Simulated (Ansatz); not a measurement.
# GeWAu in the AlB2 type: lattice stability ahead of a resistivity run, part 2 of 3

Question: is the lattice of GeWAu in the AlB2 type stable, and if so, what are its coupling constant and resistivity?

Ansatz 0.2.0; DFT PBEsol, scalar-relativistic, plane waves, PAW; PAW set soft_1.

So far. Step 4 (Relaxation): The largest force is now zero by symmetry and the largest stress component 0.014 GPa. Step 5 (Relaxing tightly for phonons): The largest force is now zero by symmetry and the largest stress component 0.0012 GPa, small enough for phonons. The relaxed cell has a = 4.491, c = 2.728 Å (conventional setting).

The structure was built from a prototype and need not be the compound's stable phase.

### 6. Phonons by linear response: q 2×2×2, k 4×4×6

Couplings are defined for a stable lattice alone, so phonons come first.

input.yaml reads:

```yaml
crystal:
  lattice:
    - [4.4906023127, 0.0, 0.0]
    - [-2.2453011564, 3.8889756811, 0.0]
    - [0.0, 0.0, 2.7278332176]
  atoms:
    - { symbol: W, position: [0.0, 0.0, 0.0] }
    - { symbol: Ge, position: [0.3333333333, 0.6666666667, 0.5] }
    - { symbol: Au, position: [0.6666666667, 0.3333333333, 0.5] }
kpoints:
  mp_grid: { grid: [4, 4, 6] }
hamiltonian:
  xc: pbesol
  pseudopotentials: { kind: paw, azcp: { folder: soft_1 }, xc_functional: pbe }
scf:
  occupations: { method: methfessel_paxton, width: 0.2 }
output:
  eigenvalues: true
phonons:
  method: dfpt
  qmesh: [2, 2, 2]
  temperatures: { t_max: 1000, t_step: 50 }
  qpath:
    path:
      - [[0.0, 0.0, 0.0], [0.5, 0.0, 0.0], [0.33333333, 0.33333333, 0.0], [0.0, 0.0, 0.0], [0.0, 0.0, 0.5], [0.5, 0.0, 0.5], [0.33333333, 0.33333333, 0.5], [0.0, 0.0, 0.5]]
      - [[0.5, 0.0, 0.5], [0.5, 0.0, 0.0]]
      - [[0.33333333, 0.33333333, 0.5], [0.33333333, 0.33333333, 0.0]]
    npoints: 10
```

Started as:

```
$ ansatz run input.yaml --threads 4 --pin off --max-ram 12288MiB --backend cpu --events-out ev --progress --plain --runs-dir out
```

Numbers of over 12 decimals in the logs are rounded to 6 here.

Output:

```text
[...]
Crystal: 3 atoms, lattice volume = 47.638 Å³
Basis set: ecut = 420 eV, 939 PW (Γ), exchange–correlation on 64×64×40 points (8 copies of the dense FFT grid, shifted against one another)
Bands: 29, of which v1, the nominal top of the filled ones, is band 24 counted from 1 (23 counted from 0)
Symmetry: 12 space group operations
k-points: 16 of 96 (time reversal used)
[...]
SCF iter   1: F=—  HF=-27523.185483 eV  |F-HF|=—  |Δ(HF+E_count)|=         —  Δρ=1.90e-1  dr2=3.35e1  ethr=3.10e-3  ⟨swp⟩=4.2  Hψ=1562  notcnv=0
[...]
SCF iter  11: F=-27518.459294 eV  HF=-27518.459294 eV  |F-HF|=1.46e-11  |Δ(HF+E_count)|=  6.37e-10  S|Δr|=    0.00e0  Δρ=1.28e-7  dr2=8.13e-12  ethr=1.00e-12  ⟨swp⟩=6.8  Hψ=2341  notcnv=0
SCF 1 converged in 11 iterations: F = -27518.459294 eV  dr2 = 8.13e-12
[...]
phonons: the bands overlap, so this run is a metal and interpolates without the dipole-dipole term. If the crystal is really an insulator or semiconductor, its LO-TO splitting is missing
NSCF: frozen V_eff on 16 k-points
[...]
DFPT response loops at q = (0, 0, 0) (fractional): preconditioner auto → Kerker (q_TF=auto, 2.722 Å⁻¹) (partly filled bands, converged f_vac=0.000); β = 1.00, the filter's whole step (`scf.mixing.beta` (0.50) is not read by the response loops under this deck's `scf.mixing.preconditioner`; to damp them name `kerker` or `kerker_dos`, under which they read `scf.mixing.beta`, and type it under 1.00, their step now; both keys bind the ground state too); Broyden in place of MSR1
[...]
SCF converged after 11 iterations
Stability not checked: this state was not tested for a lower state beside it, because cold or Methfessel-Paxton smearing, or corrected tetrahedra, fill the levels in a way that the test cannot read (fill_not_monotonic; see scf.lower_state_search)
Free energy (F): -27518.459294 eV
[...]
Internal energy: -27518.457901 eV  (E = F + TS)
E sigma→0 (E₀):  -27518.458946 eV
Entropy (-TS):   -0.001394 eV (-0.465 meV/atom)
Fermi energy:    19.859466 eV
[...]
--- Band table (eV; the first three rows and the last of 16) ---
  k-point 0: bands = [... 20 lower, 16.2742, 16.2742, 18.5337, 21.9140, 21.9140, 22.4414, 22.4414, 25.0347, ... 1 higher]
  k-point 1: bands = [... 20 lower, 17.2503, 17.2503, 18.9595, 20.1122, 20.1122, 22.4830, 24.3250, 24.3250, ... 1 higher]
  k-point 2: bands = [... 20 lower, 18.4055, 18.4055, 19.1013, 19.1013, 19.5077, 21.8098, 23.4354, 23.4354, ... 1 higher]
  k-point 15: bands = [... 20 lower, 17.1813, 17.8327, 18.3120, 20.2024, 20.8644, 21.7352, 22.6341, 23.0918, ... 1 higher]
--- Phonons (Γ-DFPT): 6 representative perturbations + reference (Σ response iterations 18) ---
  ASR residual: 2.614e-4 → 0.000e0 eV/Å²; symmetrization residual: 1.942e-5 eV/Å²
  ASR residual per site (eV/Å²): 5.57e-5 1.89e-5 2.61e-4
  Γ frequencies (cm⁻¹): 0.00 0.00 0.00 40.73 91.40 107.15 107.15 177.18 177.18
--- Phonons (arbitrary-q DFPT): 4 irreducible q on the 2×2×2 mesh ---
  q = [0.0000, 0.0000, 0.0000] (star 1, of the zone-centre solve; hermiticity 4.57e-6, symmetrization 3.80e-10): -0.00 -0.00 0.00 40.73 91.40 107.15 107.15 177.18 177.18
  q = [0.0000, 0.0000, -0.5000] (star 1, 6 solved perturbations in 132 linear systems a pass and spin channel, the states on 28 of 96 k-point pairs; hermiticity 1.65e-6, symmetrization 2.75e-8): 51.25 76.16 76.16 95.57 95.57 159.81 167.77 167.77 187.19
  q = [0.0000, -0.5000, 0.0000] (star 3, 9 solved perturbations on 28 of 96 k-point pairs; hermiticity 4.29e-6, symmetrization 4.83e-10): -39.00 31.13 58.25 62.45 80.18 99.48 122.01 176.43 192.78
[...]
sum rule: each row above includes the acoustic sum rule's correction from the zone centre's row sums; it moved no ω² by more than (0.60 cm⁻¹)²
  mesh force constants: q→R imaginary residual 2.39e-17; ASR residual 2.614e-4 → 0.000e0 eV/Å²; symmetrization residual 5.329e-15 eV/Å²
  interpolated dispersion: 93 rows × 9 modes
  density of states and harmonic sums: on the 16×16×22 q-mesh, interpolated from the force constants of a 2×2×2 supercell (no non-analytic term)
  largest difference from the sums on the solved wave vectors: F 1.33e-1 eV, S 1.78e-4 and C_V 4.54e-5 eV/K
  zero-point energy: 0.056943 eV/cell   skipped modes (ω ≤ 0): 337, of them read as no rigid motion or as one in doubt: 334 (9.732e-1 modes/cell left out, lowest -64.24 cm⁻¹)   left out of the sums: 1.08e-1 of the cell's modes: C_V's classical limit lies that fraction below 3 k_B per atom; for a crystal, a wire or a layer, F and S can be off by more, and a phonons.interpolated_qmesh denser along its periods is the remedy for the sampling
```

Wall time 29 s (4 threads of Arm Neoverse V2, shared host); peak memory 0.55 GiB.

Reading the cycles: dr2 is the Hartree energy of the density residual (eV), the measure of convergence; HF is the Harris–Foulkes estimate of the energy, which meets the free energy F at convergence.

Numbers from this step:

| Item | Value |
| --- | --- |
| share of imaginary modes in the plain interpolation between solved wavevectors | 0.1078 |
| highest frequency, solved or plainly interpolated | 198.8 cm⁻¹ |

Solved on the 2×2×2 mesh alone; all other wavevectors are interpolated. The phonon branches at the labelled points (cm⁻¹):

```tsv
point	branch 1	branch 2	branch 3	branch 4	branch 5	branch 6	branch 7	branch 8	branch 9
Γ	0	0	0	41	91	107	107	177	177
halfway	-24	32	40	61	88	101	104	178	186
M	-39	31	58	62	80	100	122	176	193
halfway	-32	35	55	60	77	93	133	175	193
K	-23	38	46	68	69	89	142	173	193
halfway	-22	37	41	60	86	97	111	178	187
Γ	0	0	0	41	91	107	107	177	177
halfway	50	50	55	104	104	119	139	172	172
A	51	76	76	96	96	160	168	168	187
halfway	-48	64	67	92	111	164	174	176	180
L	-57	-25	58	88	118	168	172	184	184
halfway	-62	15	74	78	113	168	172	173	195
H	-64	40	62	93	102	168	170	172	199
halfway	-54	59	70	88	112	166	172	178	183
A	51	76	76	96	96	160	168	168	187
jump to L	-57	-25	58	88	118	168	172	184	184
halfway	-37	24	62	96	111	128	132	180	188
M	-39	31	58	62	80	100	122	176	193
jump to H	-64	40	62	93	102	168	170	172	199
halfway	-43	-25	77	92	109	130	136	171	196
K	-23	38	46	68	69	89	142	173	193
```

The phonon branches as a text plot (rows in cm⁻¹):

```
    193 |   *********                  ******       *************
    182 |*****      ******     *********     ***********
    171 |     ******      ********** *************      *********
    160 |                    *  *****        ******       **
    149 |                     **                   *       *
    138 |        ***        **                     *        *****
    128 |      **                                   **      *
    117 |    **     **      *       ****    **   *** ****    *
    106 |****         *********    *    ****  *     **   ****
     95 |*** **************    ******    *    *** *************
     84 |   ****    **     *     **  **** ****** *     **    ****
     73 |       ****           ****     *  ******          **  **
     62 |   **********    *  **    ***** **  *   *  *** ***    *
     51 |  * *  ***** *  * ******   *       *   * **   *        *
     40 |****   ********* *      *       **        *   * *      *
     29 |  *****      **   *            *  *        * * * *    *
     18 |**            * **          *         *  *        *
      7 |*               *
     -4 |*             **                                     *
    -15 | **          *                *         *   *
    -26 |   *    *****            *   *              **     **  *
    -37 |    ****                             *     *  **    ***
    -48 |                          **              *        *
    -59 |                            *********   **      ***
         Γ    M   K     Γ       A     L  H     A|L     M|H      K
```

Lowest modes at the softest wavevector of the mesh. The modes at q = (0.500, 0.000, 0.500) (shares of kinetic energy by element, %) (negative means imaginary):

```tsv
mode	frequency (cm⁻¹)	W %	Ge %	Au %
1	-57.4	48	0	52
2	-25.0	93	6	0
3	58.5	0	23	77
4	88.0	100	0	0
5	117.9	42	20	37
6	167.5	6	81	13
```

Displacements in mode 1 (-57.4 cm⁻¹), the largest set to 1, in the home cell:
```
W1   0.00  0.00  1.00
Ge2 -0.03 -0.02  0.00
Au3  0.88  0.51  0.00
```

Displacements in mode 3 (58.5 cm⁻¹), the largest set to 1, in the home cell:
```
W1   0.00  0.00  0.00
Ge2  0.52 -0.90  0.00
Au3  0.58 -1.00  0.00
```

Among the solved wavevectors the lowest mode, translations apart, is -57.4 cm⁻¹, imaginary.

### 7. Phonons by linear response: q 3×3×3, k 6×6×9

An imaginary mode on so few k-points may come from the sampling, so the phonons are repeated with another q and k mesh.

Changes to input.yaml since step 6:

```diff
@@ -10,3 +10,3 @@
 kpoints:
-  mp_grid: { grid: [4, 4, 6] }
+  mp_grid: { grid: [6, 6, 9] }
 hamiltonian:
@@ -20,3 +20,3 @@
   method: dfpt
-  qmesh: [2, 2, 2]
+  qmesh: [3, 3, 3]
   temperatures: { t_max: 1000, t_step: 50 }
```

Output:

```text
[...]
Crystal: 3 atoms, lattice volume = 47.638 Å³
Basis set: ecut = 420 eV, 939 PW (Γ), exchange–correlation on 64×64×40 points (8 copies of the dense FFT grid, shifted against one another)
Bands: 29, of which v1, the nominal top of the filled ones, is band 24 counted from 1 (23 counted from 0)
Symmetry: 12 space group operations
k-points: 35 of 324 (time reversal used)
[...]
SCF iter   1: F=—  HF=-27523.224901 eV  |F-HF|=—  |Δ(HF+E_count)|=         —  Δρ=1.91e-1  dr2=3.37e1  ethr=3.10e-3  ⟨swp⟩=4.1  Hψ=3443  notcnv=0
[...]
SCF iter  12: F=-27518.472334 eV  HF=-27518.472334 eV  |F-HF|=3.64e-12  |Δ(HF+E_count)|=  3.64e-12  S|Δr|=    0.00e0  Δρ=1.35e-8  dr2=5.08e-14  ethr=1.00e-12  ⟨swp⟩=7.5  Hψ=4202  notcnv=0
SCF 1 converged in 12 iterations: F = -27518.472334 eV  dr2 = 5.08e-14
[...]
SCF converged after 12 iterations
[...]
Free energy (F): -27518.472334 eV
[...]
Internal energy: -27518.472621 eV  (E = F + TS)
E sigma→0 (E₀):  -27518.472406 eV
Entropy (-TS):   0.000287 eV (0.096 meV/atom)
Fermi energy:    19.826991 eV
[...]
--- Band table (eV; the first three rows and the last of 35) ---
  k-point 0: bands = [... 20 lower, 16.2733, 16.2733, 18.5411, 21.9567, 21.9567, 22.4419, 22.4419, 25.0345, ... 1 higher]
  k-point 1: bands = [... 20 lower, 16.8486, 16.8486, 18.7335, 20.7625, 20.7625, 23.6976, 23.6976, 23.8293, ... 1 higher]
  k-point 2: bands = [... 20 lower, 17.6753, 17.6753, 19.2364, 19.6153, 19.6153, 21.3447, 24.3519, 24.3519, ... 1 higher]
  k-point 34: bands = [... 20 lower, 17.4393, 17.6840, 18.4643, 20.4906, 20.8521, 21.0544, 21.7880, 23.3453, ... 1 higher]
[...]
ASR residual: 9.629e-5 → 0.000e0 eV/Å²; symmetrization residual: 1.919e-5 eV/Å²
  ASR residual per site (eV/Å²): 2.73e-5 1.73e-5 9.63e-5
  Γ frequencies (cm⁻¹): 0.00 0.00 0.00 47.52 90.02 107.87 107.87 186.65 186.65
--- Phonons (arbitrary-q DFPT): 6 irreducible q on the 3×3×3 mesh ---
[...]
interpolated dispersion: 93 rows × 9 modes
[...]
```

The job ended after 2.6 min (4 threads; peak memory 0.96 GiB).

Numbers from this step:

* share of imaginary modes in the plain interpolation between solved wavevectors: 0.0534
* highest frequency, solved or plainly interpolated: 198.7 cm⁻¹

Solved on the 3×3×3 mesh alone; all other wavevectors are interpolated. Phonon branches along the path, in cm⁻¹:

```tsv
point	branch 1	branch 2	branch 3	branch 4	branch 5	branch 6	branch 7	branch 8	branch 9
Γ	0	0	0	48	90	108	108	187	187
halfway	-41	36	39	48	86	104	106	183	190
M	-51	-25	34	59	80	102	120	178	194
halfway	-70	32	39	60	77	94	133	176	193
K	-78	31	42	65	70	93	141	174	193
halfway	-55	40	47	53	84	92	116	182	191
Γ	0	0	0	48	90	108	108	187	187
halfway	59	59	97	97	107	122	138	178	178
A	80	80	88	88	149	153	169	169	188
halfway	65	67	69	94	153	158	176	177	181
L	47	53	64	103	148	168	173	181	187
halfway	37	64	76	100	144	169	173	174	195
H	30	75	85	97	138	171	172	172	199
halfway	55	68	72	95	152	160	173	180	184
A	80	80	88	88	149	153	169	169	188
jump to L	47	53	64	103	148	168	173	181	187
halfway	-28	45	86	97	122	123	138	181	187
M	-51	-25	34	59	80	102	120	178	194
jump to H	30	75	85	97	138	171	172	172	199
halfway	-32	29	81	112	121	131	131	175	194
K	-78	31	42	65	70	93	141	174	193
```

The phonon branches as a text plot (rows in cm⁻¹):

```
    193 | **************        **     ******   *   *************
    181 |********  **********  *  ******    **** ********
    170 |        **          ******  **************      ********
    158 |                    *  *****       ***** *       **
    147 |                     ***** *****  *********
    135 |       ****        ****         **        **    ** *****
    124 |     **    *       **                      *****  **
    112 |** **       ***** **                        *    ****
    101 | ******      **  ***       **********   **** ****   **
     89 |****   ********** * *******     **   ***   ****      ***
     78 |    ********      *  *****     *********  *  ******** **
     66 |        **       *  *     ******  ****  **       *    **
     55 |   *****  ***   ** *       ****     *   * *   **  *    *
     43 |***    *********  *          **    *    *  *
     31 | *********   ** **             ****      *  *  *********
     20 | *            *                              *
      8 |*               *
     -3 |      *        *
    -15 |*   *                                     *   *
    -26 | *   *        *                            *   *
    -38 |  *          *                              **     *
    -49 |   ***      *                                 **    *
    -61 |      *    *                                         *
    -72 |       ****                                           **
         Γ    M   K     Γ       A     L  H     A|L     M|H      K
```

Lowest modes at the softest wavevector of the mesh. Modes at q = (0.333, 0.333, 0.000), with each element's share of the kinetic energy (negative means imaginary):

```tsv
mode	frequency (cm⁻¹)	W %	Ge %	Au %
1	-78.1	64	0	36
2	31.1	0	31	69
3	42.5	0	100	0
4	65.2	100	0	0
5	69.7	0	0	100
6	93.3	97	3	0
```

Displacements in mode 1 (-78.1 cm⁻¹), the largest set to 1, in the home cell (x, y, z of the real part, then of the imaginary part):
```
W1   1.00  0.00  0.00  0.00  1.00  0.00
Ge2  0.00  0.00  0.00  0.00  0.00  0.00
Au3  0.37  0.63  0.00  0.63 -0.37  0.00
```

Displacements in mode 6 (93.3 cm⁻¹), the largest set to 1, in the home cell (x, y, z of the real part, then of the imaginary part):
```
W1   0.94  0.34  0.00  0.34 -0.94  0.00
Ge2 -0.27  0.10  0.00 -0.10 -0.27  0.00
Au3  0.00  0.00  0.00  0.00  0.00  0.00
```

The modes has structure finer than the step of the table below, so its rows give means over 10 cm⁻¹, whole bins alone (the curve runs from -88.1 to 215 cm⁻¹). Peaks (cm⁻¹: height): Au 33.7: 0.0263, 60.4: 0.0191, 75.6: 0.0207, 100.4: 0.0217, 132.7: 0.0193, 178.4: 0.0242, 191.8: 0.0216; Ge 178.4: 0.107; W 60.4: 0.0201, 96.6: 0.0592, 146.1: 0.0171.

Phonopy on the run's constants, 15x15x21 mesh, Gaussian sigma 2.2 cm⁻¹. Table of modes by wavenumber; means over each step; values in 1/cm⁻¹/cell:

```tsv
wavenumber (cm⁻¹)	Au	Ge	W
-80	3.0e-4	4.4e-6	5.1e-4
-70	0.00190	1.1e-4	0.00298
-60	0.00311	3.3e-4	0.00432
-50	0.00448	6.6e-4	0.00549
-40	0.00398	7.0e-4	0.00452
-30	0.00309	6.1e-4	0.00335
-20	0.00181	3.8e-4	0.00192
-10	0.00121	2.4e-4	0.00124
0	8.2e-4	1.7e-4	7.9e-4
10	0.00230	4.9e-4	0.00225
20	0.00394	9.4e-4	0.00373
30	0.0190	0.00567	0.0103
40	0.0211	0.00910	0.0119
50	0.0165	0.00910	0.0107
60	0.0180	0.00868	0.0178
70	0.0161	0.00611	0.0142
80	0.0191	0.00962	0.0299
90	0.0158	0.00860	0.0462
100	0.0192	0.0134	0.0486
110	0.0125	0.00679	0.0139
120	0.0132	0.00798	0.0111
130	0.0154	0.00853	0.0147
140	0.0102	0.0102	0.0152
150	0.0111	0.0136	0.0127
160	0.0112	0.0129	0.00124
170	0.0137	0.0326	0.00116
180	0.0210	0.0811	0.00362
190	0.0180	0.0465	0.00477
200	0.00207	0.00504	0.00101
```

No LO-TO term; unit eigenvectors of the mass-weighted matrix. Modes at Γ, with each element's share of the kinetic energy:

```tsv
mode	frequency (cm⁻¹)	symmetry	W %	Ge %	Au %
1	0.0	unnamed	41	16	43
2	0.0	unnamed	41	16	43
3	0.0	unnamed	41	16	43
4	47.5	A2''	5	84	11
5	90.0	A2''	54	0	46
6	107.9	E'	59	9	32
7	107.9	E'	59	9	32
8	186.7	E'	0	75	25
9	186.7	E'	0	75	25
```

Displacements in mode 4 (47.5 cm⁻¹), the largest set to 1:
```
W1   0.00  0.00 -0.16
Ge2  0.00  0.00  1.00
Au3  0.00  0.00 -0.22
```

Displacements in mode 8 (186.7 cm⁻¹), the largest set to 1:
```
W1  -0.02  0.00  0.00
Ge2  1.00  0.00  0.00
Au3 -0.35  0.00  0.00
```

Among the solved wavevectors the lowest mode, translations apart, is -78.1 cm⁻¹, imaginary.

(Continued in part 3 of 3.)

[Logs are printed without paths, hosts, clocks, repeated set-up lines and the standing remarks that a program may print on its own settings, such as how far it seeks lower states.]

[Hosts, paths, dates, database ids (printed as entryN), source tags and the programs' standing remarks are cut or masked in the printed files.]
